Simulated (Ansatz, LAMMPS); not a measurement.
**Forces and charges in liquid Cu47Zr53 (at. %) at 2160 K (62 atoms)**

Aim: energy, forces, charges and density of states of liquid Cu47Zr53 (at. %) at 2160 K (62 atoms) at a fixed geometry.

Main program and level: Ansatz 0.2.0; Kohn-Sham DFT, PBE, PAW (set soft_2), plane waves.

**1. Set-up**

The cell holds 62 atoms: 29 Cu and 33 Zr. Its edges and angles: a = 10.696 Å, b = 10.696 Å, c = 10.696 Å, α = 90.0°, β = 90.0°, γ = 90.0°. 62 atoms (29 Cu, 33 Zr) placed at random at 6.55 g/cm³, melted at 2200 K for 10 ps at fixed volume with the Finnis-Sinclair Cu-Zr potential (Mendelev, file CuZr_mm.eam.fs of the LAMMPS distribution). Snapshot at the end of a hold of 10 ps at 2160 K and zero pressure.

Before any run, some limits are plain. The network of bonds at the start is that of the classical potential that made the cell, and needn't be the one that DFT or experiment would give. The electron count is odd and the run has no spin polarisation.

**2. How the cell was made**

A classical potential makes the cell, at a small fraction of what the same run would cost in DFT.

This step: classical MD, Finnis-Sinclair Cu-Zr potential (Mendelev, file CuZr_mm.eam.fs of the LAMMPS distribution) (LAMMPS 22 Jul 2025 - Update 4).

Input file in.lmp:

```
# melt-quench of Cu29Zr33
units metal
atom_style atomic
boundary p p p
region box block 0 10.7139 0 10.7139 0 10.7139
create_box 2 box
mass 1 63.5460   # Cu
mass 2 91.2240   # Zr
create_atoms 1 random 29 119241 NULL overlap 1.95 maxtry 2000
create_atoms 2 random 33 119248 NULL overlap 1.95 maxtry 2000
pair_style eam/fs
pair_coeff * * CuZr_mm.eam.fs Cu Zr
neigh_modify delay 0 every 1 check yes
thermo_style custom step time temp pe press density
thermo_modify norm yes
timestep 0.002
thermo 100
min_style cg
minimize 1e-4 1e-4 200 2000
reset_timestep 0
velocity all create 2200 119242 mom yes dist gaussian
fix lim all nve/limit 0.05
fix lan all langevin 2200 2200 0.2 119243 zero yes
thermo 500
run 1000 post no
unfix lim
unfix lan
thermo 833
fix md all nvt temp 2200 2200 0.2
run 5000 post no
unfix md
thermo 833
fix md all npt temp 2200 2160 0.2 iso 0 0 2
run 2500 post no
unfix md
compute msd all msd com yes
thermo 1250
fix md all npt temp 2160 2160 0.2 iso 0 0 2
run 5000 post no
print "== T2160: mean square displacement over the hold $(c_msd[4]:%.2f) A^2"
unfix md
uncompute msd
write_dump all custom T2160.dump id type xs ys zs modify sort id
```

The run is started by

```console
$ lmp -in in.lmp -log none -nocite
```

Numbers of over 12 decimals in the logs are rounded to 6 here.

The log of the run:

```text
LAMMPS (22 Jul 2025 - Update 4)
Created orthogonal box = (0 0 0) to (10.7139 10.7139 10.7139)
Created 29 atoms
Created 33 atoms
   Step          Time           Temp          PotEng         Press         Density
         0   0              0             -2.556609       367525.62      6.5529493
        85   0.17           0             -4.849175      -67830.224      6.5529493
Loop time of 0.0353665 s on 1 MPI rank(s) for 85 steps with 62 atoms
Minimization stats:
  Stopping criterion = energy tolerance
  Energy initial, next-to-last, final =
     -2.55660901749838  -4.84876910425314  -4.84917498597027
  Force two-norm initial, final = 100.16142 0.41292498
  Iterations, force evaluations = 85 112
   Step          Time           Temp          PotEng         Press         Density
         0   0              2200          -4.849175      -52764.38       6.5529493
       500   1              1908.4387     -4.5668939     -5285.982       6.5529493
      1000   2              2206.4956     -4.5180667      3863.449       6.5529493
Loop time of 0.262656 s on 1 MPI rank(s) for 1000 steps with 62 atoms
   Step          Time           Temp          PotEng         Press         Density
      1000   2              2206.4956     -4.5180667      3863.449       6.5529493
      1666   3.332          2491.9247     -4.5874838     -6070.5079      6.5529493
      2499   4.998          2192.0322     -4.487674       9082.0786      6.5529493
      3332   6.664          2158.4359     -4.4703777      21005.929      6.5529493
      4165   8.33           2131.693      -4.5290876      6607.3147      6.5529493
      4998   9.996          2211.5392     -4.4996235     -10820.309      6.5529493
      5831   11.662         2116.1349     -4.5246448     -918.62899      6.5529493
[... 1 line left out ...]
Loop time of 1.30057 s on 1 MPI rank(s) for 5000 steps with 62 atoms
   Step          Time           Temp          PotEng         Press         Density
[... 5 lines left out ...]
Loop time of 0.676003 s on 1 MPI rank(s) for 2500 steps with 62 atoms
   Step          Time           Temp          PotEng         Press         Density
[... 2 lines left out ...]
     10000   20             2106.8878     -4.5738792      17791.863      6.7986512
     11250   22.5           2235.4069     -4.4754583     -25088.212      6.2217841
     12500   25             2580.6025     -4.5483629      12226.501      6.6612263
     13500   27             2137.8195     -4.5558993      4300.0074      6.5864669
Loop time of 1.35234 s on 1 MPI rank(s) for 5000 steps with 62 atoms
== T2160: mean square displacement over the hold 29.67 A^2
```

Run time: 3.8 s. Hardware: 1 thread of Intel Xeon Platinum 8259CL at 2.50GHz (Skylake/Cascade Lake), shared host; peak memory 0.08 GiB.

**3. Plane-wave single point**

The electrons are solved once, with the atoms held.

Input file input.yaml:

```yaml
crystal:
  lattice:
    - [10.6957, 0.0, 0.0]
    - [0.0, 10.6957, 0.0]
    - [0.0, 0.0, 10.6957]
  atoms:
    - { symbol: Cu, position: [0.05978, 0.98495, 0.74676] }
    - { symbol: Cu, position: [0.35054, 0.94178, 0.09759] }
    - { symbol: Cu, position: [0.62892, 0.4174, 0.65754] }
    - { symbol: Cu, position: [0.09287, 0.56543, 0.92159] }
    - { symbol: Cu, position: [0.90353, 0.51073, 0.78777] }
    - { symbol: Cu, position: [0.04086, 0.17061, 0.11073] }
    - { symbol: Cu, position: [0.99255, 0.10385, 0.51327] }
    - { symbol: Cu, position: [0.5381, 0.30364, 0.04953] }
    - { symbol: Cu, position: [0.14413, 0.81279, 0.79704] }
    - { symbol: Cu, position: [0.59274, 0.52993, 0.06736] }
    - { symbol: Cu, position: [0.3475, 0.20101, 0.82353] }
    - { symbol: Cu, position: [0.014, 0.68407, 0.0995] }
    - { symbol: Cu, position: [0.74414, 0.83573, 0.43996] }
    - { symbol: Cu, position: [0.32887, 0.4704, 0.13724] }
    - { symbol: Cu, position: [0.09838, 0.97675, 0.18537] }
    - { symbol: Cu, position: [0.28002, 0.35266, 0.35459] }
    - { symbol: Cu, position: [0.10487, 0.84902, 0.00518] }
    - { symbol: Cu, position: [0.63691, 0.83255, 0.9587] }
    - { symbol: Cu, position: [0.52087, 0.74503, 0.14202] }
    - { symbol: Cu, position: [0.61309, 0.66716, 0.3362] }
    - { symbol: Cu, position: [0.98725, 0.70077, 0.63014] }
    - { symbol: Cu, position: [0.44335, 0.13837, 0.41273] }
    - { symbol: Cu, position: [0.12863, 0.29726, 0.71622] }
    - { symbol: Cu, position: [0.64046, 0.86987, 0.77828] }
    - { symbol: Cu, position: [0.68675, 0.96438, 0.21194] }
    - { symbol: Cu, position: [0.11603, 0.49946, 0.23235] }
    - { symbol: Cu, position: [0.9235, 0.18684, 0.8115] }
    - { symbol: Cu, position: [0.6997, 0.12358, 0.76372] }
    - { symbol: Cu, position: [0.49601, 0.54106, 0.53178] }
    - { symbol: Zr, position: [0.46155, 0.77913, 0.53356] }
    - { symbol: Zr, position: [0.28999, 0.66519, 0.33658] }
    - { symbol: Zr, position: [0.49617, 0.04463, 0.66002] }
    - { symbol: Zr, position: [0.47855, 0.38335, 0.31044] }
    - { symbol: Zr, position: [0.15099, 0.86411, 0.50284] }
    - { symbol: Zr, position: [0.66274, 0.07361, 0.47066] }
    - { symbol: Zr, position: [0.3082, 0.20137, 0.1323] }
    - { symbol: Zr, position: [0.71184, 0.42781, 0.36117] }
    - { symbol: Zr, position: [0.21516, 0.03132, 0.91631] }
    - { symbol: Zr, position: [0.90268, 0.01077, 0.29227] }
    - { symbol: Zr, position: [0.39341, 0.84995, 0.80241] }
    - { symbol: Zr, position: [0.72722, 0.3602, 0.86754] }
    - { symbol: Zr, position: [0.01086, 0.29237, 0.31931] }
    - { symbol: Zr, position: [0.07886, 0.48991, 0.50468] }
    - { symbol: Zr, position: [0.72603, 0.21171, 0.20089] }
    - { symbol: Zr, position: [0.2036, 0.11174, 0.35031] }
    - { symbol: Zr, position: [0.08652, 0.34242, 0.94224] }
    - { symbol: Zr, position: [0.22566, 0.07981, 0.61124] }
    - { symbol: Zr, position: [0.85703, 0.28353, 0.59204] }
    - { symbol: Zr, position: [0.2635, 0.62584, 0.65567] }
    - { symbol: Zr, position: [0.4342, 0.93133, 0.29827] }
    - { symbol: Zr, position: [0.29519, 0.69489, 0.01404] }
    - { symbol: Zr, position: [0.87141, 0.93021, 0.63952] }
    - { symbol: Zr, position: [0.87774, 0.73551, 0.88097] }
    - { symbol: Zr, position: [0.44124, 0.42505, 0.88659] }
    - { symbol: Zr, position: [0.89773, 0.6609, 0.36542] }
    - { symbol: Zr, position: [0.54024, 0.65902, 0.78816] }
    - { symbol: Zr, position: [0.85727, 0.46713, 0.08396] }
    - { symbol: Zr, position: [0.82684, 0.01326, 0.99975] }
    - { symbol: Zr, position: [0.41848, 0.30691, 0.61396] }
    - { symbol: Zr, position: [0.7128, 0.63679, 0.59792] }
    - { symbol: Zr, position: [0.55416, 0.11086, 0.93547] }
    - { symbol: Zr, position: [0.77845, 0.75582, 0.14542] }
kpoints:
  mp_grid: { grid: [2, 2, 2] }
hamiltonian:
  xc: pbe
scf:
  occupations: { method: cold, width: 0.15 }
output:
  forces: true
  stress: true
  populations: intrinsic
  dos:
    method: { smearing: { sigma: 0.1 } }
    de: 0.1
    projected: { site_lists: { Cu: [Cu], Zr: [Zr] } }
  eigenvalues: true
  write_density: true
  write_potential: true
  volumetric_format: npy
```

The run is started by

```console
$ ansatz run input.yaml --threads 8 --pin off --max-ram 15872MiB --backend cpu --events-out ev --progress --plain --runs-dir out
```

The log of the run:

```text
Engine: ansatz 0.2.0, x86_64-unknown-linux-gnu
Pseudopotentials: kind: paw
Pseudopotential: Cu, paw, valence charge 19, recommended cutoff 420 eV (normal), Cu.paw.azcp
Pseudopotential: Zr, paw, valence charge 12, recommended cutoff 420 eV (normal), Zr.paw.azcp
[... 5 lines on functional and potentials left out ...]
Crystal: 62 atoms, lattice volume = 1223.567 Å³
Basis set: ecut = 420 eV, 23847 PW (Γ), exchange–correlation on 144×144×144 points (8 copies of the dense FFT grid, shifted against one another)
Bands: 569, of which v1, the nominal top of the filled ones, is band 474 counted from 1 (473 counted from 0)
Symmetry: 1 space group operations
Space group: P1 (ITA 1), of the structure as read, at distance tolerance 1.1e-4 Å
k-points: 8
[... 5 lines on functional and potentials left out ...]
Initial density: superposition of atomic densities (neutral atoms: chi_scale 0, normalization atom), corrected by the library's trained network
Initial wavefunctions: pseudopotential atomic-orbital guess
Functional: x = pbe(κ = 0.804, μ = 0.219515), c = pbe(β = 0.066725)
SCF iter   1: F=—  HF=-330175.584246 eV  |F-HF|=—  |Δ(HF+E_count)|=         —  Δρ=6.06e-3  dr2=2.06e0  ethr=1.77e-3  ⟨swp⟩=5.1  Hψ=14252  notcnv=0
preconditioner: auto → Kerker (q_TF=auto, 2.614 Å⁻¹)  [metal: Δε(μ)=0.003 eV  Ē_g=4.494 eV  σ=0.150 eV  W_gap=0.01  n_scr=364 (ndim 8)  ℏωp=22.5 eV  f_vac=0.000  D(μ)=69.66/eV (n_scr^D=690)]
SCF iter   2: F=—  HF=-330175.512711 eV  |F-HF|=—  |Δ(HF+E_count)|=   7.15e-2  S|Δr|=    0.00e0  Δρ=3.02e-3  dr2=5.55e-1  ethr=2.17e-4  ⟨swp⟩=1.0  Hψ=5240  notcnv=0
[...]
E_paw        = -145621.004180  (= ΣΔE_a)
  E_vpaw       = -15599.786018  (= ΣTr[D̂ρ^β])
  E_aug_tail   = 0.008889  (compensation charges beyond the density's cutoff)
  E_ewald      = -106036.954864
  E_smearing   = -0.007827  (= −TS)
  E_closure    = -0.000000  (closes the sum)
  Σ components = -330175.479571   (vs F -330175.479571, Δ=0.00e0)
--- Forces (eV/Å), atoms counted from 1 ---
  atom   1  Cu    -1.41655872     1.97240141     0.04159000
  atom   2  Cu    -0.66606995    -0.61460501    -1.65489594
  atom   3  Cu     0.63754506    -0.69131802     0.00979492
  atom   4  Cu     0.13816280     1.57321469    -0.62608096
  atom   5  Cu     0.64092811    -0.55419647    -0.52180263
  atom   6  Cu    -0.57099987     0.19129650    -0.49755068
  atom   7  Cu     0.42403600    -0.12477757    -0.15767816
  atom   8  Cu     0.43726038     0.79617724     2.11501706
[...]
atom  13  Cu    -0.66675422     0.31295366    -0.66937796
  atom  14  Cu    -0.12099963     0.07479757    -0.56992072
[...]
atom  61  Zr    -1.50784262    -1.86032268     1.33554379
  atom  62  Zr     0.13555693    -0.89686375     0.43341306
  max |Σ_I F_I| component: 6.74e-5 eV/Å
--- Stress (GPa, compression-positive) ---
       -0.710117       0.988712       0.570374
        0.988712       0.278846      -0.254758
        0.570374      -0.254758      -0.274083
  P = ⅓ Tr σ = -0.2351 GPa (-2.351 kbar)
--- Band table (eV; the first three rows and the last of 8) ---
  k-point 0: bands = ["-100.3261", "-100.3042", "-100.2741", "-100.1595", [... 553 levels ...], "16.1353", "16.1789", "16.2117", "16.2222", "16.2577", "16.3437", "16.3688", "16.4134", "16.4387", "16.4705", "16.5375", "16.5492"]
[...]
--- intrinsic populations: 62 sites ---
  site symbol       q [e]
     0     Cu     18.7108
     1     Cu     18.6877
     2     Cu     18.6683
[...]
61     Zr     12.4232
  spilling = -0.000000 (of n_electrons = 947.000000)
[key lines of the parts left out:]
SCF converged after 11 iterations
Free energy (F): -330175.479571 eV
Fermi energy:    13.142141 eV
```

Run time: 2 min. Hardware: 8 threads of Intel Xeon Platinum 8259CL at 2.50GHz (Skylake/Cascade Lake), shared host; peak memory 11 GiB.

The program notes that it cut back its work space to fit the memory limit.

The run gave:

| Property | Result |
| --- | --- |
| free energy | -330175.4796 eV |
| free energy per atom | -5325.4110 eV/atom |
| SCF cycles | 11 |
| pressure | -0.2351 GPa |
| r.m.s. force component | 1.102 eV/Å |
| longest force | 6.153 eV/Å |
| Fermi energy | 13.14 eV |
| levels partly filled by over 2 per cent | 84 |

Length of the force by element:

```csv
element,coordination,atoms,mean length of the force (eV/Å),spread,least,most
Cu,all,29,1.67,1.38,0.469,6.15
Zr,all,33,1.48,0.725,0.477,3.27
```

Intrinsic-atomic-orbital charges by element:

```csv
element,coordination,atoms,mean charge (e),spread,least,most
Cu,all,29,0.288,0.0631,0.163,0.387
Zr,all,33,-0.253,0.101,-0.479,-0.0536
```

Density of states as counts of states in windows of 1 eV (from the Fermi level), total and the larger projections:

```csv
from (eV),to (eV),total,Cu d,Zr d,Zr s,Cu s
-14,-7,0.0,0.0,0.0,0.0,0.0
-7,-6,3.5,0.1,0.1,1.4,1.8
-6,-5,10.9,1.1,1.0,3.2,5.4
-5,-4,51.1,32.5,7.1,4.1,6.9
-4,-3,170.9,144.9,14.9,5.2,4.8
-3,-2,105.3,85.2,10.7,4.7,3.6
-2,-1,45.5,9.7,25.6,5.3,2.9
-1,0,62.4,6.1,45.9,3.9,2.3
0,1,61.8,4.0,48.1,2.8,1.9
1,2,52.4,2.3,41.6,2.4,1.6
```

Between -26 and -14 eV lie 5 more states.

About 493 of the 947 electrons lie in deeper levels, below the stored range.

The levels nearest the highest filled one (over half full), pooled over k-points and spins:

```csv
level less the highest filled one (eV),occupation
-0.0145,1.19
-0.0143,1.19
-0.0112,1.16
-0.0074,1.12
-0.0034,1.08
0,1.04
0.0066,0.979
0.0118,0.929
0.0137,0.91
0.0175,0.874
0.0253,0.802
0.027,0.786
```

Electrostatic potential energy in the ab plane at fractional z = 0.350, with atoms of Cu and Zr within 0.2 Å of it. With pseudopotentials it is smooth inside the atoms' cores, unlike the true potential.

Ten even steps from '0' (-53 eV) to '9' (16 eV), each cell a mean:
```
999999999986435799999999875457
999999999985213789999999988789
999999999987445799999999999999
999999999998878999999989999999
999999999999999999999999999999
999999987789999999889999988789
999999742258999985347999863247
899998610016899962115899720015
899998620026899973226999730015
999999864468999997678999864358
999999998899999999999999988889
999999999999999999987678999999
999999999999877788862015899999
999999976788742368740003799999
788999732257510057862015899998
246899621147631268887668999874
004899853478876789999999999851
015899988899999999999999999862
567888889999999999999999999986
888874357999767999999999999999
999740004898656899999999999999
999730004899767999999999988889
999863247899888999999999875468
999988788998778899999999863247
```
Columns run along a (10.7 Å; values clipped at the 3rd and 97th percentile), rows up along b (10.7 Å). Atoms in or near the plane, at fractional coordinates: Cu at (0.28, 0.35), Cu at (0.61, 0.67), Zr at (0.29, 0.67), Zr at (0.71, 0.43), Zr at (0.20, 0.11), Zr at (0.90, 0.66).

Valence density in the ab plane at fractional z = 0.350, with atoms of Cu and Zr within 0.2 Å of it. It is the smooth field of the valence electrons, not physical close to the nuclei.

Values in e/Å³, 13 rows by 16 columns, each cell a mean:
```
 0  0  0  0  0  0  2  2  0  0  0  0  0  0  1  1
 0  0  0  0  0  0  1  1  0  0  0  0  0  0  0  0
 0  0  0  0  0  0  0  0  0  0  0  0  0  0  0  0
 0  0  0  1  2  2  0  0  0  5  5  0  0  1  2  1
 0  0  0  1  4  3  0  0  1 15 12  0  0  2  4  2
 0  0  0  0  1  0  0  0  0  0  0  0  0  0  1  0
 0  0  0  0  0  0  0  0  0  0  1  2  1  0  0  0
 0  0  0  1  6  2  1  3  2  0  2  4  2  0  0  0
 3  1  0  2 28  6  1  2  2  0  0  1  0  0  0  2
 3  1  0  0  1  0  0  0  0  0  0  0  0  0  0  2
 0  0  1  2  1  0  1  1  0  0  0  0  0  0  0  0
 0  0  3  4  2  0  1  1  0  0  0  0  0  0  0  0
 0  0  1  1  1  0  0  0  0  0  0  0  0  1  2  1
```
Columns run along a (10.7 Å), rows up along b (10.7 Å). Atoms in or near the plane, at fractional coordinates: Cu at (0.28, 0.35), Cu at (0.61, 0.67), Zr at (0.29, 0.67), Zr at (0.71, 0.43), Zr at (0.20, 0.11), Zr at (0.90, 0.66).

Mean intrinsic-atomic-orbital charges: Cu +0.29, Zr -0.25 e. Among metals such projection charges depend strongly on the orbitals used and are no measure of ionicity. Within 0.4 eV of the Fermi level the largest share is Zr d (82 % of the projected weight).

**4. Structure statistics**

These statistics describe the geometry on which the runs were made.

Density 6.59 g/cm³, 19.73 Å³ an atom.

g(r), total and by pair (bins of 0.1 Å):

```csv
r (Å),total,Zr-Zr,Zr-Cu,Cu-Cu
1.85,0.00,0.00,0.00,0.00
1.95,0.13,0.00,0.00,0.59
2.05,0.00,0.00,0.00,0.00
2.15,0.22,0.00,0.21,0.51
2.25,0.20,0.00,0.00,0.90
2.35,0.55,0.00,0.55,1.25
2.45,0.77,0.00,1.02,1.17
2.55,1.80,0.54,2.36,2.17
2.65,1.87,0.00,3.05,1.62
2.75,1.93,0.95,2.81,1.21
2.85,2.24,1.10,3.25,1.42
2.95,1.62,1.84,1.87,0.79
3.05,1.58,1.35,1.96,1.00
3.15,1.78,2.68,1.84,0.46
3.25,1.30,1.85,1.46,0.22
3.35,1.36,2.08,1.09,1.03
3.45,1.11,1.81,0.51,1.57
3.55,0.84,1.14,0.72,0.73
3.65,0.80,1.08,0.61,0.88
3.75,0.36,0.38,0.43,0.16
3.85,0.79,1.46,0.41,0.79
3.95,0.65,0.81,0.52,0.74
4.05,0.56,0.32,0.62,0.70
4.15,0.80,1.15,0.53,0.95
4.25,0.70,0.89,0.73,0.39
4.35,0.67,0.76,0.43,1.10
4.45,0.87,0.54,0.82,1.40
4.55,0.83,0.61,0.64,1.57
4.65,0.70,0.41,0.66,1.17
4.75,1.21,0.88,1.49,1.02
4.85,1.14,1.52,0.91,1.19
4.95,1.18,1.17,1.04,1.51
5.05,1.05,1.33,0.99,0.82
5.15,0.90,0.81,0.81,1.22
5.25,1.25,0.91,1.40,1.35
```

Local excerpt of 10 atoms (numbers count through the whole input) about Cu24, which bears the longest force; x, y, z are measured from there.

```csv
atom,x,y,z,distance (Å),intrinsic-atomic-orbital charge (e),Fx,Fy,Fz (eV/Å)
Cu24,0.00,0.00,0.00,0.00,0.37,1.72,2.07,-5.53
Cu18,-0.04,-0.40,1.93,1.97,0.28,-0.53,-0.61,5.29
Zr56,-1.07,-2.26,0.11,2.50,-0.38,0.53,-2.63,0.75
Zr40,-2.64,-0.21,0.26,2.66,-0.31,-1.74,1.19,0.34
Zr32,-1.54,1.87,-1.26,2.73,-0.43,-0.44,-0.17,0.08
Cu28,0.63,2.71,-0.16,2.79,0.35,1.94,-0.04,-1.44
Zr52,2.47,0.65,-1.48,2.95,-0.28,-2.36,-0.27,-0.33
Zr53,2.54,-1.44,1.10,3.12,-0.25,0.23,0.14,-0.53
Zr61,-0.92,2.58,1.68,3.21,-0.20,-1.51,-1.86,1.34
Zr60,0.77,-2.49,-1.93,3.25,-0.26,2.09,-0.04,-0.21
```

**5. Results**

```
free energy per atom       : -5325.4110 eV/atom
pressure                   : -0.2351 GPa
r.m.s. force component     : 1.102 eV/Å
wall time of the 1 DFT run : 2 min
```

84 levels are partly filled, by over 2 % (on the run's k-points), as in a metal.

What to keep in mind: The force components of 1.1 eV/Å r.m.s. reflect the temperature of the frame as well as the gap between the generating potential and DFT. The pressure of a single frame lacks the kinetic term.

[Logs are printed without paths, hosts, clocks, repeated set-up lines and the standing remarks that a program may print on its own settings, such as how far it seeks lower states.]

[Hosts, paths, dates, database ids (printed as entryN), source tags and the programs' standing remarks are cut or masked in the printed files.]
